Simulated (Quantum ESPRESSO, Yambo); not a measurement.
**SnO2 (Cassiterite): G0W0 in Yambo against the bands**

Wanted: the cheapest bands that holds the gap of SnO2 (Cassiterite).

Calculated with Yambo 5.3.0; PBE and many-body steps on it, plane waves.

## 1. The structure

The structure is tetragonal, space group P4_2/mnm (No. 136). Conventional cell: a = 4.738 Å, b = 4.738 Å, c = 3.187 Å, α = 90.00°, β = 90.00°, γ = 90.00°. Sn has 6 O at 2.05 to 2.06 Å nearest. O has 3 Sn at 2.05 to 2.06 Å nearest. Farther neighbours and most contacts between anions are not listed.

Structure file:

```xyz
6
Lattice="4.7380 0.0000 0.0000 0.0000 4.7380 0.0000 0.0000 0.0000 3.1865" Properties=species:S:1:pos:R:3 pbc="T T T"
Sn    0.0000    0.0000    0.0000
Sn    2.3690    2.3690    1.5933
O     1.4550    1.4550    0.0000
O     0.9140    3.8240    1.5933
O     3.2830    3.2830    0.0000
O     3.8240    0.9140    1.5933
```

The cell and positions come from the Crystallography Open Database and are kept as given unless a step says otherwise.

## 2. 46 bands

This step: Yambo 5.3.0; G0W0 on PBE, plane waves, norm-conserving pseudopotentials.

Now the one-shot GW correction: screening in the RPA, then the self-energy of the levels asked for.

gw1.in

```
HF_and_locXC
gw0
dyson
ppa
em1d
rim_cut
RandQpts= 1000000
RandGvec= 1 RL
EXXRLvcs= 84 Ry
VXCRLvcs= 336 Ry
Chimod= "HARTREE"
% BndsRnXp
 1 | 46 |
%
NGsBlkXp= 8.5 Ry
% LongDrXp
 1 | 1 | 1 |
%
% GbndRnge
 1 | 46 |
%
DysSolver= "n"
ExtendOut
PPAPntXp= 27.21138 eV
% QPkrange
 1 | 1 | 33 | 36 |
%
```

Run with:

```bash
OMP_NUM_THREADS=2 mpirun -n 4 yambo -F gw1.in -J gw1 -C gw1 > gw1.log
```

The program printed:

```text
 Yambo, version 5.3.0

 [02] CORE Variables Setup
 =========================

  [... cell, symmetries and grids as in the set-up ...]

  [02.05] Energies & Occupations
  ==============================

  [X] === General ===
  [X] Electronic Temperature                        :  0.000000  0.000000 [eV K]
  [X] Bosonic    Temperature                        :  0.000000  0.000000 [eV K]
  [X] Finite Temperature mode                       : no
  [X] El. density                                   :  0.95062E+24 [cm-3]
  [X] Fermi Level                                   :  11.24814 [eV]

  [X] === Gaps and Widths ===
  [X] Conduction Band Min                           :  1.288898 [eV]
  [X] Valence Band Max                              :  0.000000 [eV]
  [X] Filled Bands                                  :   34
  [X] Empty Bands                                   :   35  247
  [X] Direct Gap                                    :  1.288898 [eV]
  [X] Direct Gap localized at k                     :  1
  [X] Indirect Gap                                  :  1.288898 [eV]
  [X] Indirect Gap between kpts                     :  1  1
  [X] Last valence band width                       :  1.252534 [eV]
  [X] 1st conduction band width                     :  5.193994 [eV]

 [03] Transferred momenta grid and indexing
 ==========================================

 IBZ Q-points                                      :  21
 BZ  Q-points                                      :   64

 K/Q-points units:
 rlu = crystal or reduced units; cc = cartesian coordinates; iku = interal k-units

 Q [ 1]         [rlu]:  0.000000  0.000000  0.000000
 Q [ 2]         [rlu]:  0.000000  0.000000  0.250000
 Q [ 3]         [rlu]:  0.000000  0.000000 -0.500000
 Q [ 4]         [rlu]:  0.000000  0.250000  0.000000
 Q [ 5]         [rlu]:  0.000000  0.250000  0.250000
 Q [ 6]         [rlu]:  0.000000  0.250000 -0.500000
 Q [ 7]         [rlu]:  0.000000 -0.500000  0.000000
 Q [ 8]         [rlu]:  0.000000 -0.500000  0.250000
 Q [ 9]         [rlu]:  0.000000 -0.500000 -0.500000
 Q [10]         [rlu]:  0.250000  0.250000  0.000000
     [... 9 further rows ...]
 Q [20]         [rlu]: -0.250000  0.250000 -0.250000
 Q [21]         [rlu]: -0.250000  0.250000  0.500000

 [04] Coloumb potential Random Integration (RIM)
 ===============================================

  [04.01] RIM initialization
  ==========================

  * Diagonal components only detected *

  8 x (sBL volume)        :  0.064232 [a.u.]
  sBZ random points       :  1000000
  Points outside the sBZ  :   7992674
  RL volume               :  0.513853 [a.u.]
  Integrated volume       :  0.514324 [a.u.]

  [04.02] RIM integrals
  =====================

  Gamma point sphere radius             :  0.072644 [a.u.]
  Points outside the sphere             :   799713
  [Int_sBZ(q=0) 1/q^2]*(Vol_sBZ)^(-1/3) =:  7.541870
                                 should be <:  7.795600

  Summary of Coulomb integrals for non-metallic bands |Q|[au] RIM/Bare

  Q [1] 0.100000E-4 0.967452 * Q [4] 0.175439 0.953374
  Q [19] 0.248108 0.995592 * Q [10] 0.248108 0.994735
  Q [2] 0.260860 1.178302 * Q [5] 0.314367 1.089818
  Q [7] 0.350878 0.993213 * Q [11] 0.360008 1.051976
  Q [20] 0.360008 1.053430 * Q [13] 0.392293 0.996431
  Q [8] 0.437222 1.022065 * Q [14] 0.471107 1.016278
  Q [16] 0.496216 0.999063 * Q [3] 0.521720 1.045184
  Q [6] 0.550427 1.036830 * Q [17] 0.560605 1.008497
  Q [12] 0.577710 1.030447 * Q [21] 0.577710 1.030360
  Q [9] 0.628734 1.021636 * Q [15] 0.652752 1.018623
  Q [18] 0.720015 1.012895

 [05] Dipoles
 ============

  [05.01] Setup: observables and procedures
  =========================================

  [WARNING] [x,Vnl] slows the Dipoles computation. To neglect it rename the ns.kb_pp file

 [06] Dynamic Dielectric Matrix (PPA)
 ====================================

 [WR./gw1//ndb.pp]---------------------------------------------------------------
  Brillouin Zone Q/K grids (IBZ/BZ)                :   21   64   21   64
  RL vectors                                       :   7807 [WF]
  Coulomb cutoff potential                         : none
  Electronic Temperature                           :  0.000000 [K]
  Bosonic    Temperature                           :  0.000000 [K]
  PPA    diel. fun.  energies                      : Perdew, Burke & Ernzerhof(X)+Perdew, Burke & Ernzerhof(C)
  wavefunctions                                    : Perdew, Burke & Ernzerhof(X)+Perdew, Burke & Ernzerhof(C)
  Global Gauge                                     : length
  X matrix size                                    :  189
  X band range                                     :    1   46
  X e/h energy range                               : -1.000000 -1.000000 [eV]
  X Time ordering                                  : R
  X Hxc Kernel                                     : HARTREE
  X Drude frequency                                :  0.000000  0.000000
  X poles                                          :  100.0000 [o/o]
  RL vectors in the sum                            :   7807
  [r,Vnl] included                                 : yes
  Field direction                                  :  0.577350E-5  0.577350E-5  0.577350E-5
  BZ energy Double Grid                            : no
  BZ energy DbGd points                            : 0
  BZ Q point size factor                           : -1.000000
  X Optical Averaged directions                    : none

 [07] Local Exchange-Correlation + Non-Local Fock
 ================================================

 [VXC] Plane waves :   50163
 [EXS] Plane waves :   6281

 QP @ state[ 1 ] K range:  1  1
 QP @ state[ 1 ] b range:   33   36

 [xc] Functional : Perdew, Burke & Ernzerhof(X)+Perdew, Burke & Ernzerhof(C)
 [xc] LIBXC used to calculate xc functional
  PP Number of Atomic Species                      :  2
  NLCC RL compoments                               :   50163
  PP Number of Atomic Species                      :  2
  NLCC RL compoments                               :   50163

 [xc] E_xc :  -50.05440 [Ha]
      E_xc :  -100.1088 [Ry]

  Local XC kind (lXC) : Perdew, Burke & Ernzerhof(X)+Perdew, Burke & Ernzerhof(C)
  Non-Local XC kind (nlXC) : Hartree-Fock

  Corrections @ K [1] :  [eV]
 <33|nlXC|33> = -25.49674  0.50117E-17 <33|lXC|33> = -19.98044 -0.18882E-15
 <34|nlXC|34> = -26.18293  0.30740E-16 <34|lXC|34> = -20.31379 -0.37763E-15
 <35|nlXC|35> = -12.63273  0.58452E-17 <35|lXC|35> = -16.49765 -0.35751E-19
 <36|nlXC|36> = -10.66763  0.76089E-18 <36|lXC|36> = -16.29486 -0.37768E-15

 [08] Dyson equation: Newton solver
 ==================================

  [08.01] G0W0 (W PPA)
  ====================

  [  GW  ] Bands range     :    1   46
  [GW/PPA] G damping       :  0.100000 [eV]

  QP @ state[ 1 ] K range:  1  1
  QP @ state[ 1 ] b range:   33   36

   Sc/G bands                                       :    1   46
   Sc/G damping                                     :  0.100000 ev
   Sc bands terminator                              : no
   Sx RL components                                 :   6281

   QP @ state[ 1 ] K range                          :  1  1
   QP @ state[ 1 ] b range                          :   33   36
   GF energies kind                                 : Perdew, Burke & Ernzerhof(X)+Perdew, Burke & Ernzerhof(C)
   GF WF`s kind                                     : Perdew, Burke & Ernzerhof(X)+Perdew, Burke & Ernzerhof(C)
   Xs energies kind                                 : Perdew, Burke & Ernzerhof(X)+Perdew, Burke & Ernzerhof(C)
   Xs WF`s kind                                     : Perdew, Burke & Ernzerhof(X)+Perdew, Burke & Ernzerhof(C)

 [11] Game Over & Game summary
```

The job ended after 30 s (4 MPI ranks of Arm Neoverse V2, shared host; peak memory 3.9 GiB).

Numbers from this step:

```
G0W0 gap on the points computed              : 3.322 eV
starting gap on the mesh                     : 1.289 eV
k of the valence top                         : 0, 0, 0
k of the conduction bottom                   : 0, 0, 0
least direct G0W0 gap on the computed points : 3.322 eV
Z at the valence top                         : 0.7651
Z at the conduction bottom                   : 0.8393
```

The gap on the mesh goes from 1.29 eV to 3.32 eV, a correction of +2.03 eV.

## 3. 60 bands

gw2.in

```
HF_and_locXC
gw0
dyson
ppa
em1d
rim_cut
RandQpts= 1000000
RandGvec= 1 RL
EXXRLvcs= 84 Ry
VXCRLvcs= 336 Ry
Chimod= "HARTREE"
% BndsRnXp
 1 | 60 |
%
NGsBlkXp= 8.5 Ry
% LongDrXp
 1 | 1 | 1 |
%
% GbndRnge
 1 | 60 |
%
DysSolver= "n"
ExtendOut
PPAPntXp= 27.21138 eV
% QPkrange
 1 | 1 | 33 | 36 |
%
```

Run with:

```bash
OMP_NUM_THREADS=2 mpirun -n 4 yambo -F gw2.in -J gw2 -C gw2 > gw2.log
```

The program printed:

```text
 Yambo, version 5.3.0

 [02] CORE Variables Setup
 =========================

  [... cell, symmetries and grids as in the set-up ...]

  [02.05] Energies & Occupations
  ==============================

  [X] === General ===
  [X] Electronic Temperature                        :  0.000000  0.000000 [eV K]
  [X] Bosonic    Temperature                        :  0.000000  0.000000 [eV K]
  [X] Finite Temperature mode                       : no
  [X] El. density                                   :  0.95062E+24 [cm-3]
  [X] Fermi Level                                   :  11.24814 [eV]

  [X] === Gaps and Widths ===
  [X] Conduction Band Min                           :  1.288898 [eV]
  [X] Valence Band Max                              :  0.000000 [eV]
  [X] Filled Bands                                  :   34
  [X] Empty Bands                                   :   35  247
  [X] Direct Gap                                    :  1.288898 [eV]
  [X] Direct Gap localized at k                     :  1
  [X] Indirect Gap                                  :  1.288898 [eV]
  [X] Indirect Gap between kpts                     :  1  1
  [X] Last valence band width                       :  1.252534 [eV]
  [X] 1st conduction band width                     :  5.193994 [eV]

 [03] Transferred momenta grid and indexing
 ==========================================

 IBZ Q-points                                      :  21
 BZ  Q-points                                      :   64

 K/Q-points units:
 rlu = crystal or reduced units; cc = cartesian coordinates; iku = interal k-units

 Q [ 1]         [rlu]:  0.000000  0.000000  0.000000
 Q [ 2]         [rlu]:  0.000000  0.000000  0.250000
 Q [ 3]         [rlu]:  0.000000  0.000000 -0.500000
[...]
================================================

 [VXC] Plane waves :   50163
 [EXS] Plane waves :   6281

 QP @ state[ 1 ] K range:  1  1
 QP @ state[ 1 ] b range:   33   36

 [xc] Functional : Perdew, Burke & Ernzerhof(X)+Perdew, Burke & Ernzerhof(C)
 [xc] LIBXC used to calculate xc functional
  PP Number of Atomic Species                      :  2
  NLCC RL compoments                               :   50163
  PP Number of Atomic Species                      :  2
  NLCC RL compoments                               :   50163

 [xc] E_xc :  -50.05440 [Ha]
      E_xc :  -100.1088 [Ry]

  Local XC kind (lXC) : Perdew, Burke & Ernzerhof(X)+Perdew, Burke & Ernzerhof(C)
  Non-Local XC kind (nlXC) : Hartree-Fock

  Corrections @ K [1] :  [eV]
 <33|nlXC|33> = -25.49674  0.50117E-17 <33|lXC|33> = -19.98044 -0.18882E-15
 <34|nlXC|34> = -26.18293  0.30740E-16 <34|lXC|34> = -20.31379 -0.37763E-15
 <35|nlXC|35> = -12.63273  0.58452E-17 <35|lXC|35> = -16.49765 -0.35751E-19
 <36|nlXC|36> = -10.66763  0.76089E-18 <36|lXC|36> = -16.29486 -0.37768E-15

 [08] Dyson equation: Newton solver
 ==================================

  [08.01] G0W0 (W PPA)
  ====================

  [  GW  ] Bands range     :    1   60
  [GW/PPA] G damping       :  0.100000 [eV]

  QP @ state[ 1 ] K range:  1  1
  QP @ state[ 1 ] b range:   33   36

   Sc/G bands                                       :    1   60
   Sc/G damping                                     :  0.100000 ev
   Sc bands terminator                              : no
   Sx RL components                                 :   6281

   QP @ state[ 1 ] K range                          :  1  1
   QP @ state[ 1 ] b range                          :   33   36
   GF energies kind                                 : Perdew, Burke & Ernzerhof(X)+Perdew, Burke & Ernzerhof(C)
   GF WF`s kind                                     : Perdew, Burke & Ernzerhof(X)+Perdew, Burke & Ernzerhof(C)
   Xs energies kind                                 : Perdew, Burke & Ernzerhof(X)+Perdew, Burke & Ernzerhof(C)
   Xs WF`s kind                                     : Perdew, Burke & Ernzerhof(X)+Perdew, Burke & Ernzerhof(C)

 [11] Game Over & Game summary
```

It took 55 s on 4 MPI ranks; peak memory 3.9 GiB.

Numbers from this step:

* G0W0 gap on the points computed: 3.018 eV
* starting gap on the mesh: 1.289 eV
* k of the valence top: 0, 0, 0
* k of the conduction bottom: 0, 0, 0
* least direct G0W0 gap on the computed points: 3.018 eV
* Z at the valence top: 0.7758
* Z at the conduction bottom: 0.8413

Against the run before, the gap moves by −0.304 eV.

## 4. 88 bands

gw3.in

```
HF_and_locXC
gw0
dyson
ppa
em1d
rim_cut
RandQpts= 1000000
RandGvec= 1 RL
EXXRLvcs= 84 Ry
VXCRLvcs= 336 Ry
Chimod= "HARTREE"
% BndsRnXp
 1 | 88 |
%
NGsBlkXp= 8.5 Ry
% LongDrXp
 1 | 1 | 1 |
%
% GbndRnge
 1 | 88 |
%
DysSolver= "n"
ExtendOut
PPAPntXp= 27.21138 eV
% QPkrange
 1 | 1 | 33 | 36 |
%
```

Run with:

```bash
OMP_NUM_THREADS=2 mpirun -n 4 yambo -F gw3.in -J gw3 -C gw3 > gw3.log
```

The program printed:

```text
 Yambo, version 5.3.0

 [02] CORE Variables Setup
 =========================

  [... cell, symmetries and grids as in the set-up ...]

  [02.05] Energies & Occupations
  ==============================

  [X] === General ===
  [X] Electronic Temperature                        :  0.000000  0.000000 [eV K]
  [X] Bosonic    Temperature                        :  0.000000  0.000000 [eV K]
  [X] Finite Temperature mode                       : no
  [X] El. density                                   :  0.95062E+24 [cm-3]
[...]
Sx RL components                                 :   6281

   QP @ state[ 1 ] K range                          :  1  1
   QP @ state[ 1 ] b range                          :   33   36
   GF energies kind                                 : Perdew, Burke & Ernzerhof(X)+Perdew, Burke & Ernzerhof(C)
   GF WF`s kind                                     : Perdew, Burke & Ernzerhof(X)+Perdew, Burke & Ernzerhof(C)
   Xs energies kind                                 : Perdew, Burke & Ernzerhof(X)+Perdew, Burke & Ernzerhof(C)
   Xs WF`s kind                                     : Perdew, Burke & Ernzerhof(X)+Perdew, Burke & Ernzerhof(C)

 [11] Game Over & Game summary
```

It took 1.7 min on 4 MPI ranks; peak memory 4 GiB.

This step gave:

```yaml
g0w0_gap_on_the_points_computed: 2.780 eV
starting_gap_on_the_mesh: 1.289 eV
k_of_the_valence_top: 0, 0, 0
k_of_the_conduction_bottom: 0, 0, 0
least_direct_g0w0_gap_on_the_computed_points: 2.780 eV
```

Against the run before, the gap moves by −0.238 eV.

(Part 1 of 2 ends here.)

[Paths, hosts, dates, memory and timing lines, banners, echoed tables and standing remarks are left out of the program output.]

[Logs are printed without paths, hosts, clocks, repeated set-up lines and the standing remarks that a program may print on its own settings, such as how far it seeks lower states.]

[Runs of the session that timed out or met a known fault of the program may be left out.]

[Hosts, paths, dates, database ids (printed as entryN), source tags and the programs' standing remarks are cut or masked in the printed files.]
